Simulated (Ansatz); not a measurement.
# La4Al7Ni (Ni on 12 % of the Al sites, one arrangement): which shell does photoemission see at 21.2 and 150 eV? (PBE)

The valence band of La4Al7Ni (Ni on 12 % of the Al sites, one arrangement) mixes several shells. Work out by hand which one leads the spectrum's area at each photon energy.

Filled states come from the projected DOS of Ansatz 0.2.0 (PBE+U, plane waves); cross sections σ and asymmetry parameters β are those of free atoms in a Dirac–Hartree–Slater calculation. A shell's area is states × σ × angular factor, which is 1 + β·P₂(cos θ) for linear light, with θ = 30° from the polarisation and P₂ = 0.625.

**At 21.2 eV** (states counted from 11.2 eV below the zero; other shells add 5.3 to the products' sum of 120):

```
shell  filled states a cell  cross section (Mb an electron)      β  angular factor  product  share by hand (%)  share in the simulated spectrum (%)
Al 3p                 27.54                          0.0697  -0.25            0.84     1.62                  1                                    1
La 5p                  0.00                               0   0.00            1.00        0                  0                                    0
La 5d                 20.49                            3.44   0.77            1.48      105                 87                                   87
Ni 3d                 17.74                           0.558  -0.17            0.89     8.85                  7                                    7
```

**At 150 eV** (states counted from 18.9 eV below the zero; other shells add 1.3 to the products' sum of 17.1):

```
shell  filled states a cell  cross section (Mb an electron)      β  angular factor  product  share by hand (%)  share in the simulated spectrum (%)
Al 3p                 28.97                          0.0183   1.59            1.99     1.06                  6                                    6
La 5p                 45.40                          0.0335   0.30            1.19     1.81                 11                                   10
La 5d                 21.06                         0.00943  -0.49            0.70    0.138                  1                                    1
Ni 3d                 17.75                           0.455   0.93            1.58     12.8                 75                                   75
```

La 5d leads at 21.2 eV and Ni 3d at 150 eV. Between the two energies σ of La 5d changes by a factor 0.0027 and that of Ni 3d by 0.81, so their ratio moves 297-fold in favour of the second. The simulated spectrum uses the same rule on the energy-resolved DOS, so the two share columns agree within a few points.

Only crystals where the two columns agree within 4 points and the lead is clear are worked in this form. Free-atom cross sections ignore the solid's final states, no escape depth or background enters, and the count of states a shell hangs on the projection.

[Logs are printed without paths, hosts, clocks, repeated set-up lines and the standing remarks that a program may print on its own settings, such as how far it seeks lower states.]
